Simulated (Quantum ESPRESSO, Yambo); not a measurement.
# A GW chain in Yambo: BaTiO3 (P4mm), part 2 of 3

Aim: the G0W0 gap of BaTiO3 (P4mm) on PBE, step by step.

Quantum ESPRESSO 7.5 and Yambo 5.3.0; PBE and many-body steps on it, plane waves. Known limits of the many-body steps: not at the basis limit; no spin-orbit coupling; coarse k mesh.

So far. Step 2 (Ground state): The gap is indirect, with the least direct gap 0.34 eV higher. Step 3 (Bands along the symmetry lines): The gap is 1.845 eV, as in the run before at this level.

The database entry behind the starting cell differs from later determinations by our own check (c/a about 0.6 % short), so it need not match the best structure at ambient conditions.

### 4. Empty states on the mesh, 4×4×4 mesh, 432 bands

Level of this step: DFT, PBE, plane waves, norm-conserving pseudopotentials (Quantum ESPRESSO).

The sums over transitions need many empty states on a uniform mesh; this step solves for them.

pw.in

```
&control
  calculation = 'nscf'
  prefix = 'x'
  outdir = 'o'
  pseudo_dir = 'pseudo'
/
&system
  ibrav = 0
  nat = 5
  ntyp = 3
  ecutwfc = 76.0
  nbnd = 432
  force_symmorphic = .true.
/
&electrons
  conv_thr = 1e-9
  electron_maxstep = 80
  diago_full_acc = .true.
  diago_thr_init = 5e-6
/
ATOMIC_SPECIES
  Ba 137.33 Ba.upf
  Ti 47.867 Ti.upf
  O 15.999 O.upf
CELL_PARAMETERS angstrom
  3.9998000000 0.0000000000 0.0000000000
  0.0000000000 3.9998000000 0.0000000000
  0.0000000000 0.0000000000 4.0180000000
ATOMIC_POSITIONS crystal
  Ba 0.0000000000 0.0000000000 0.0007198620
  Ti 0.5000000000 0.5000000000 0.4856287400
  O 0.5000000000 0.5000000000 0.0253430211
  O 0.5000000000 0.0000000000 0.5156541884
  O 0.0000000000 0.5000000000 0.5156541884
K_POINTS automatic
  4 4 4 0 0 0
```

Launch:

```bash
$ OMP_NUM_THREADS=1 mpirun -n 8 pw.x -nk 4 -in pw.in > pw.out
```

Log:

```text
[banner, memory and clock lines left out]
Program PWSCF v.7.5 starts

     Atomic positions and unit cell read from directory:
     o/x.save/

     Message from routine setup:
     using ibrav=0 with symmetry is DISCOURAGED, use correct ibrav instead

     bravais-lattice index     =            0
     lattice parameter (alat)  =       7.5585  a.u.
     unit-cell volume          =     433.7935 (a.u.)^3
     number of atoms/cell      =            5
     number of atomic types    =            3
     number of electrons       =        40.00
     number of Kohn-Sham states=          432
     kinetic-energy cutoff     =      76.0000  Ry
     charge density cutoff     =     304.0000  Ry
     Exchange-correlation= PBE
                           (   1   4   3   4   0   0   0)

     celldm(1)=   7.558527  celldm(2)=   0.000000  celldm(3)=   0.000000
     celldm(4)=   0.000000  celldm(5)=   0.000000  celldm(6)=   0.000000

     crystal axes: (cart. coord. in units of alat)
               a(1) = (   1.000000   0.000000   0.000000 )
               a(2) = (   0.000000   1.000000   0.000000 )
               a(3) = (   0.000000   0.000000   1.004550 )

     reciprocal axes: (cart. coord. in units 2 pi/alat)
               b(1) = (  1.000000  0.000000  0.000000 )
               b(2) = (  0.000000  1.000000  0.000000 )
               b(3) = (  0.000000  0.000000  0.995470 )
     Pseudo is Norm-conserving + core correction, Zval = 10.0
     Generated using ONCVPSP code by D. R. Hamann
     Using radial grid of 1958 points,  6 beta functions with:
     Pseudo is Norm-conserving + core correction, Zval = 12.0
     Generated using ONCVPSP code by D. R. Hamann
     Using radial grid of 1586 points,  6 beta functions with:
     Pseudo is Norm-conserving + core correction, Zval =  6.0
     Generated using ONCVPSP code by D. R. Hamann
     Using radial grid of  936 points,  5 beta functions with:
     Ba               10.00   137.33000     Ba( 1.00)
     Ti               12.00    47.86700     Ti( 1.00)
     O                 6.00    15.99900     O ( 1.00)

      8 Sym. Ops. (no inversion) found

   Cartesian axes

     site n.     atom                  positions (alat units)
         1        Ba     tau(   1) = (   0.0000000   0.0000000   0.0007231  )
         2        Ti     tau(   2) = (   0.5000000   0.5000000   0.4878385  )
         3        O      tau(   3) = (   0.5000000   0.5000000   0.0254583  )
         4        O      tau(   4) = (   0.5000000   0.0000000   0.5180005  )
         5        O      tau(   5) = (   0.0000000   0.5000000   0.5180005  )

     number of k points=    18
                       cart. coord. in units 2pi/alat
        k(    1) = (   0.0000000   0.0000000   0.0000000), wk =   0.0312500
        k(    2) = (   0.0000000   0.0000000   0.2488676), wk =   0.0625000
        k(    3) = (   0.0000000   0.0000000  -0.4977352), wk =   0.0312500
[...]
[... 6 further rows ...]
        k(   17) = (  -0.5000000  -0.5000000   0.2488676), wk =   0.0625000
        k(   18) = (  -0.5000000  -0.5000000  -0.4977352), wk =   0.0312500

     Dense  grid:    38811 G-vectors     FFT dimensions: (  45,  45,  45)

     The potential is recalculated from file :
     o/x.save/charge-density

     Starting wfcs are   27 randomized atomic wfcs +  405 random wfcs

     Band Structure Calculation

     End of band structure calculation

          k = 0.0000 0.0000 0.0000 (  4929 PWs)   bands (ev):

   -46.0800 -22.3758 -22.3130 -22.3130 -14.4232  -6.4520  -5.8243  -5.7142
     0.4096   0.4096   0.4207   8.0705   8.0945   8.0945   9.0796   9.0796
     9.2765  10.0333  10.0863  10.0863  12.2715  12.5874  12.5874  14.5046
[...]
[... 42 further rows ...]
[...]
k = 0.0000 0.0000 0.2489 (  4857 PWs)   bands (ev):

[...]
[... 42 further rows ...]
[...]
k = 0.0000 0.0000-0.4977 (  4878 PWs)   bands (ev):

[...]
[... 42 further rows ...]
   191.1270 192.2459 192.8676 192.9084 192.9084 193.8401 193.9741 193.9741
   194.3247 194.5482 194.5482 195.2716 196.4429 196.4429 196.6023 197.8440

          k = 0.0000 0.2500 0.0000 (  4831 PWs)   bands (ev):

     [... further k-points ...]

     highest occupied, lowest unoccupied level (ev):    10.4265   12.2715

     XML data file, pseudopotentials, collected wavefunctions
```

Run time: 62 s. Hardware: 8 MPI ranks of Intel Xeon 6975P-C (Granite Rapids), shared host; peak memory 1.4 GiB; 8.2 min of CPU time.

This step gave:

```yaml
gap: 1.845 eV
k_of_the_valence_top: -0.5, -0.5, -0.5
k_of_the_conduction_bottom: 0, 0, 0
least_direct_gap: 2.185 eV
k_points_computed: 18
lowest_point_of_the_top_converged_band_above_the_valence_top: 184.5138 eV
```

On this mesh the gap is 1.845 eV.

### 5. Conversion and set-up

This step: Yambo 5.3.0; conversion and set-up on PBE, plane waves, norm-conserving pseudopotentials.

The states are converted to the many-body program's format and the q mesh is built.

Launch:

```bash
$ (cd o/x.save; p2y > p2y.log; mv SAVE ../..); yambo > setup.log
```

Log:

```text
 Yambo, version 5.3.0

 [02] CORE Variables Setup
 =========================

  [02.01] Unit cells
  ==================

  Cell kind             :  Unknown
  Atoms in the cell     :  Ba  Ti  O
  number of Ba atoms    :  1
  number of Ti atoms    :  1
  number of O  atoms    :  3

  List of atomic masses
  Mass of Ba    :  137.3300
  Mass of Ti    :  47.86700
  Mass of O     :  15.99900

  List of atomic coordinates    : [cc]
  Ba1       :  0.000000  0.000000  0.005466  order 1
  Ti1       :  3.779263  3.779263  3.687340  order 2
  O1       :  3.779263  3.779263  0.192428  order 3
  O2       :  3.779263  0.000000  3.915321  order 4
  O3       :  0.000000  3.779263  3.915321  order 5

  Alat factors          :  7.558527  7.558527  7.592920 [a.u.]
  Direct lattice volume :  433.7935 [a.u.]
  Direct lattice vectors:  A[ 1 ]  A[ 2 ]  A[ 3 ]
   A[ 1 ]:  1.000000  0.000000  0.000000  [iru]
   7.558527  0.000000  0.000000  [cc]
   A[ 2 ]:  0.000000  1.000000  0.000000  [iru]
   0.000000  7.558527  0.000000  [cc]
   A[ 3 ]:  0.000000  0.000000  1.000000  [iru]
   0.000000  0.000000  7.592920  [cc]

  Recip. lattice volume :  0.571816 [a.u.]
  Recip. lattice vectors:  B[ 1 ]  B[ 2 ]  B[ 3 ]
   B[ 1 ]:  1.000000  0.000000  0.000000  [iku]
   0.831271  0.000000  0.000000  [cc]
   B[ 2 ]:  0.000000  1.000000  0.000000  [iku]
   0.000000  0.831271  0.000000  [cc]
   B[ 3 ]:  0.000000  0.000000  1.000000  [iku]
   0.000000  0.000000  0.827506  [cc]

  [02.02] Symmetries
  ==================

  Inversion symmetry    : yes
  Spatial inversion     : no
  Inversion index       :   9
  K-space Time-reversal : yes
  Magnetic symmetries   : no
  Time-reversal derived K-space symmetries:   9  16
  Group table correct   : yes
  Symmetries units      :  [cc]

   [S  1]:  1.000000  0.000000  0.000000  0.000000  1.000000  0.000000  0.000000  0.000000  1.000000
   [S  2]: -1.000000  0.000000  0.000000  0.000000 -1.000000  0.000000  0.000000  0.000000  1.000000
   [S  3]:  0.000000 -1.000000  0.000000  1.000000  0.000000  0.000000  0.000000  0.000000  1.000000
[...]
[S  7]:  0.000000 -1.000000  0.000000 -1.000000  0.000000  0.000000  0.000000  0.000000  1.000000
   [S  8]:  0.000000  1.000000  0.000000  1.000000  0.000000  0.000000  0.000000  0.000000  1.000000
   [S* 9]: -1.000000 -0.000000 -0.000000 -0.000000 -1.000000 -0.000000 -0.000000 -0.000000 -1.000000
   [S*10]:  1.000000 -0.000000 -0.000000 -0.000000  1.000000 -0.000000 -0.000000 -0.000000 -1.000000
     [... 4 further rows ...]
   [S*15]: -0.000000  1.000000 -0.000000  1.000000 -0.000000 -0.000000 -0.000000 -0.000000 -1.000000
   [S*16]: -0.000000 -1.000000 -0.000000 -1.000000 -0.000000 -0.000000 -0.000000 -0.000000 -1.000000

  [02.03] Reciprocal space
  ========================

  nG shells         :  2386
  nG charge         :   38811
  nG WFs            :   5983
  nC WFs            :   4929
[...]
K [14]         [rlu]:  0.250000 -0.500000  0.250000
         WF components:   4848
  [... 3 further k-points ...]
  K [18]         [rlu]: -0.500000 -0.500000 -0.500000
         WF components:   4800

  [02.05] Energies & Occupations
  ==============================

  [X] === General ===
  [X] Electronic Temperature                        :  0.000000  0.000000 [eV K]
  [X] Bosonic    Temperature                        :  0.000000  0.000000 [eV K]
  [X] Finite Temperature mode                       : no
  [X] El. density                                   :  0.62226E+24 [cm-3]
  [X] Fermi Level                                   :  10.42650 [eV]

  [X] === Gaps and Widths ===
  [X] Conduction Band Min                           :  1.844945 [eV]
  [X] Valence Band Max                              :  0.000000 [eV]
  [X] Filled Bands                                  :  20
  [X] Empty Bands                                   :    21   432
  [X] Direct Gap                                    :  2.185194 [eV]
  [X] Direct Gap localized at k                     :  1
  [X] Indirect Gap                                  :  1.844945 [eV]
  [X] Indirect Gap between kpts                     :  18   1
  [X] Last valence band width                       :  0.921445 [eV]
  [X] 1st conduction band width                     :  2.384365 [eV]

  E @ K [ 1]:  [eV]
  -56.50647 -32.80230 -32.73954 -32.73954 -24.84973 -16.87849 -16.25083 -16.14072
[...]
occ @ K [ 1]
[...]
E @ K [ 2]:  [eV]
[...]
occ @ K [ 2]
[...]
E @ K [ 3]:  [eV]
[...]
occ @ K [ 3]
[...]
E @ K [ 8]:  [eV]
[...]
occ @ K [ 8]
[...]
E @ K [ 9]:  [eV]
[...]
occ @ K [ 9]
[...]
E @ K [10]:  [eV]
[...]
occ @ K [10]
[...]
E @ K [11]:  [eV]
[...]
occ @ K [11]
[...]
E @ K [12]:  [eV]
[...]
occ @ K [12]
[...]
E @ K [13]:  [eV]
[...]
occ @ K [13]
[...]
E @ K [14]:  [eV]
[...]
occ @ K [14]
[...]
[... 3 further k-points ...]
  E @ K [18]:  [eV]
[...]
occ @ K [18]
[...]
0.000000  0.000000  0.000000  0.000000  0.000000  0.000000  0.000000  0.000000
   0.000000  0.000000  0.000000  0.000000  0.000000  0.000000  0.000000  0.000000

 [03] Transferred momenta grid and indexing
 ==========================================

 IBZ Q-points                                      :  18
 BZ  Q-points                                      :   64

 K/Q-points units:
 rlu = crystal or reduced units; cc = cartesian coordinates; iku = interal k-units

 Q [ 1]         [rlu]:  0.000000  0.000000  0.000000
 Q [ 2]         [rlu]:  0.000000  0.000000  0.250000
 Q [ 3]         [rlu]:  0.000000  0.000000 -0.500000
[...]
Q [ 8]         [rlu]:  0.000000 -0.500000  0.250000
 Q [ 9]         [rlu]:  0.000000 -0.500000 -0.500000
 Q [10]         [rlu]:  0.250000  0.250000  0.000000
     [... 6 further rows ...]
 Q [17]         [rlu]: -0.500000 -0.500000  0.250000
 Q [18]         [rlu]: -0.500000 -0.500000 -0.500000

  [03.01] X indexes
  =================

   [03.01.01] Sigma indexes
   ========================

 [06] Game Over & Game summary
```

Run time: 3.9 s. Hardware: 1 MPI rank; peak memory 0.25 GiB.

(Continued in part 3 of 3.)

[Paths, hosts, dates, memory and timing lines, banners, echoed tables and standing remarks are left out of the program output.]

[Logs are printed without paths, hosts, clocks, repeated set-up lines and the standing remarks that a program may print on its own settings, such as how far it seeks lower states.]

[Runs of the session that timed out or met a known fault of the program may be left out.]

[Hosts, paths, dates, database ids (printed as entryN), source tags and the programs' standing remarks are cut or masked in the printed files.]
